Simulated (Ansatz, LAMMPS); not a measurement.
# Liquid (Cs,Li)Cl at 900 K (108 atoms): atom by atom

108 atoms (37 Cs, 17 Li, 54 Cl) placed at random at 2.56 g/cm³, melted at 1600 K for 10 ps at fixed volume with the Lennard-Jones and Coulomb ion parameters for SPC/E (Joung and Cheatham, J. Phys. Chem. B 112, 9020 (2008)), full charges. Snapshot at the end of a hold of 15 ps at 900 K and zero pressure.

This is the geometry as built. Method: Kohn-Sham DFT, PBE, PAW (set soft_2), plane waves (Ansatz 0.2.0); cutoff 420 eV, Γ point, fixed occupations; density 2.70 g/cm³.

Cell vectors (Å):

```
16.229 0.000 0.000
0.000 16.229 0.000
0.000 0.000 16.229
```

Positions (Å):

```
1 Cs 5.394 1.031 13.921
2 Cs 2.364 4.944 2.032
3 Cs 11.910 4.440 10.201
4 Cs 14.752 14.540 4.827
5 Cs 14.933 3.520 13.623
6 Cs 9.437 5.666 14.062
7 Cs 16.149 10.723 8.471
8 Cs 6.578 13.938 4.953
9 Cs 7.146 1.944 6.858
10 Cs 2.848 1.014 5.289
11 Cs 4.256 6.669 6.173
12 Cs 6.984 9.154 0.224
13 Cs 8.667 5.960 4.063
14 Cs 9.662 10.925 3.266
15 Cs 10.800 15.455 6.453
16 Cs 13.710 0.855 8.937
17 Cs 5.242 12.855 13.141
18 Cs 1.945 12.814 2.648
19 Cs 13.073 13.089 13.074
20 Cs 9.345 13.031 10.310
21 Cs 6.799 14.363 1.059
22 Cs 15.948 5.854 8.298
23 Cs 3.731 4.511 14.161
24 Cs 11.783 15.343 2.052
25 Cs 2.406 3.349 9.747
26 Cs 8.123 9.569 10.832
27 Cs 6.346 5.776 10.824
28 Cs 15.592 3.011 5.388
29 Cs 11.682 3.184 3.083
30 Cs 13.814 11.588 1.269
31 Cs 14.227 7.718 4.657
32 Cs 8.849 1.573 11.741
33 Cs 7.122 2.938 0.827
34 Cs 12.505 9.002 10.080
35 Cs 1.416 9.122 0.325
36 Cs 11.124 7.555 7.058
37 Cs 0.684 8.166 12.610
38 Li 10.937 1.088 14.993
39 Li 11.954 11.580 6.845
40 Li 2.192 14.458 7.640
41 Li 8.631 14.503 13.752
42 Li 4.717 11.684 8.228
43 Li 14.330 6.180 0.270
44 Li 1.604 0.596 13.704
45 Li 11.212 7.607 1.593
46 Li 15.006 1.386 1.429
47 Li 5.308 9.734 4.072
48 Li 16.215 14.702 15.726
49 Li 6.254 14.412 9.279
50 Li 2.101 10.220 5.651
51 Li 10.358 11.618 14.630
52 Li 2.236 1.073 0.803
53 Li 0.936 12.384 13.438
54 Li 4.106 8.141 13.703
55 Cl 8.035 12.648 14.780
56 Cl 1.174 7.992 6.292
57 Cl 6.574 11.314 2.641
58 Cl 14.147 6.767 11.262
59 Cl 12.955 1.511 0.553
60 Cl 6.413 7.641 4.640
61 Cl 2.897 2.302 12.720
62 Cl 2.602 12.575 9.079
63 Cl 8.555 0.607 15.267
64 Cl 15.258 3.003 10.611
65 Cl 15.532 14.899 1.828
66 Cl 0.857 1.822 2.974
67 Cl 11.706 13.315 15.627
68 Cl 10.534 15.169 12.391
69 Cl 14.429 4.854 2.418
70 Cl 3.085 10.485 13.719
71 Cl 3.136 15.301 15.207
72 Cl 4.265 15.192 2.900
73 Cl 0.440 14.716 12.888
74 Cl 13.497 4.786 6.770
75 Cl 12.954 0.687 4.753
76 Cl 11.281 2.806 13.307
77 Cl 15.409 11.131 12.396
78 Cl 0.417 16.095 7.214
79 Cl 11.129 8.296 3.975
80 Cl 9.122 14.785 3.619
81 Cl 5.823 4.389 7.768
82 Cl 0.216 12.167 15.967
83 Cl 8.043 14.668 7.649
84 Cl 6.781 3.976 13.621
85 Cl 0.338 1.307 15.668
86 Cl 12.457 12.793 4.511
87 Cl 4.574 10.227 6.262
88 Cl 6.550 8.175 13.367
89 Cl 1.979 4.173 6.755
90 Cl 3.219 6.489 11.745
91 Cl 10.248 9.528 0.464
92 Cl 2.706 9.752 3.162
93 Cl 9.661 6.681 10.127
94 Cl 9.899 2.431 9.043
95 Cl 13.769 8.308 1.258
96 Cl 13.639 9.733 6.978
97 Cl 3.759 7.197 15.714
98 Cl 0.742 12.428 5.921
99 Cl 10.668 10.710 12.477
100 Cl 8.942 2.881 4.110
101 Cl 10.262 10.399 8.185
102 Cl 9.985 5.573 1.035
103 Cl 4.175 2.831 0.540
104 Cl 0.125 6.194 15.163
105 Cl 4.659 15.230 7.526
106 Cl 6.974 15.059 11.614
107 Cl 12.454 13.978 8.981
108 Cl 6.351 11.840 9.759
```

**Question.** What force acts on each atom, and what charge does it carry?

Columns: atom, q, fx, fy, fz (forces in eV/Å, q the Löwdin charge in e).

```
1 0.83 0.391 -0.528 0.034
2 0.85 -0.497 0.296 0.071
3 0.82 0.542 0.018 0.111
4 0.82 1.345 0.064 0.672
5 0.84 -0.228 0.044 0.294
6 0.84 0.277 0.332 -0.214
7 0.85 0.360 0.237 0.640
8 0.83 -0.813 -0.441 0.352
9 0.84 0.627 -0.851 -0.143
10 0.84 0.400 -0.095 0.173
11 0.85 -1.341 -0.326 0.920
12 0.84 -0.190 -0.130 -0.112
13 0.86 0.813 -0.330 -0.071
14 0.83 0.140 0.691 0.298
15 0.83 -0.058 -0.003 0.165
16 0.85 -0.107 -0.379 -0.143
17 0.84 -0.615 -0.248 -0.163
18 0.83 0.102 0.371 -0.022
19 0.85 0.664 0.353 -1.308
20 0.82 0.614 0.166 -0.331
21 0.83 0.029 0.099 0.090
22 0.83 0.040 0.307 0.645
23 0.82 0.053 1.533 0.797
24 0.83 -0.052 -0.580 0.151
25 0.84 0.081 -0.162 0.104
26 0.84 0.151 -0.547 0.052
27 0.83 0.127 -0.001 -0.214
28 0.82 -0.388 -0.318 -0.053
29 0.83 0.711 0.343 -0.162
30 0.84 -0.418 -0.085 0.306
31 0.82 0.567 -0.382 -0.521
32 0.83 -0.470 -0.021 0.121
33 0.85 1.057 0.244 0.393
34 0.84 -0.120 0.649 0.571
35 0.83 -0.372 0.079 -0.141
36 0.84 -0.301 -0.533 0.096
37 0.84 -0.417 0.257 -0.085
38 0.73 0.106 0.234 -0.325
39 0.71 0.233 -0.070 0.116
40 0.71 -0.029 -0.285 0.232
41 0.68 0.514 0.618 -0.403
42 0.72 -0.567 -0.023 -0.080
43 0.73 0.470 0.227 0.627
44 0.70 -0.002 -0.609 0.088
45 0.69 0.152 0.311 -0.050
46 0.70 0.623 -0.226 0.047
47 0.69 -0.122 0.090 -0.007
48 0.71 0.296 -0.076 -0.051
49 0.70 0.048 -0.021 -0.262
50 0.69 0.138 -0.092 -0.253
51 0.70 -0.209 -0.133 0.193
52 0.70 0.145 -0.123 0.048
53 0.71 -0.278 -0.079 0.013
54 0.68 0.289 0.260 -0.340
55 -0.69 0.227 -0.387 0.020
56 -0.72 -0.069 0.594 -0.031
57 -0.72 -0.537 -0.110 0.193
58 -0.75 0.435 -0.441 0.160
59 -0.70 -0.245 0.363 -0.807
60 -0.73 0.245 1.395 -1.070
61 -0.72 -1.227 -1.744 -1.059
62 -0.71 0.385 0.044 -0.130
63 -0.69 0.348 -0.400 0.008
64 -0.75 0.322 0.179 -0.386
65 -0.69 -0.108 0.235 -0.753
66 -0.70 0.209 -0.071 -1.070
67 -0.71 -0.724 -0.140 0.926
68 -0.70 -0.062 -0.010 0.637
69 -0.72 0.311 0.183 -0.363
70 -0.71 -0.141 -0.274 0.034
71 -0.69 -0.090 0.193 0.198
72 -0.74 -0.157 0.288 0.078
73 -0.68 -0.046 0.108 0.557
74 -0.74 -0.877 0.398 0.067
75 -0.74 0.014 0.970 -0.070
76 -0.72 0.354 0.110 0.500
77 -0.73 0.449 -0.317 -0.232
78 -0.71 0.299 0.016 0.149
79 -0.72 -0.108 -0.495 -0.319
80 -0.74 0.114 0.044 -0.400
81 -0.76 -0.365 0.567 0.537
82 -0.70 0.376 0.453 -0.571
83 -0.73 -0.274 0.019 0.660
84 -0.74 0.342 -0.176 -0.046
85 -0.67 0.026 -0.085 -0.081
86 -0.71 -1.150 -1.050 0.194
87 -0.68 -0.203 0.386 0.275
88 -0.72 -0.173 -0.104 -0.072
89 -0.75 0.318 -0.107 -0.460
90 -0.73 0.202 0.189 -0.345
91 -0.70 0.124 -0.063 -0.376
92 -0.71 0.365 -0.243 0.527
93 -0.74 -0.157 0.210 0.078
94 -0.75 -0.065 -0.283 -0.865
95 -0.70 -0.091 -0.448 -0.244
96 -0.72 -0.578 0.284 0.019
97 -0.72 0.334 0.229 0.541
98 -0.70 0.610 -0.386 -0.340
99 -0.72 0.111 0.084 0.403
100 -0.75 -1.146 -0.513 0.211
101 -0.72 -0.126 0.508 -0.415
102 -0.72 0.084 0.193 0.072
103 -0.72 -0.834 -0.710 0.387
104 -0.71 -0.385 -0.250 0.428
105 -0.70 -0.403 0.058 0.162
106 -0.70 -0.215 0.158 -0.025
107 -0.73 0.019 -0.336 -0.250
108 -0.70 -0.577 0.560 -0.205
```

The force components of 0.43 eV/Å r.m.s. hold both thermal displacement and the mismatch between the potential that made the cell and DFT. The network of bonds at the start is that of the classical potential that made the cell, and needn't be the one that DFT or experiment would give. Only the Γ point is sampled, in a cell whose shortest periodic width is 16 Å. The Löwdin charges lack the electrons that the projection spills, 0.039 e an atom on average.

The r.m.s. force component is 0.434 eV/Å; the longest force, 2.38 eV/Å, acts on Cl61.

[Logs are printed without paths, hosts, clocks, repeated set-up lines and the standing remarks that a program may print on its own settings, such as how far it seeks lower states.]

[Hosts, paths, dates, database ids (printed as entryN), source tags and the programs' standing remarks are cut or masked in the printed files.]
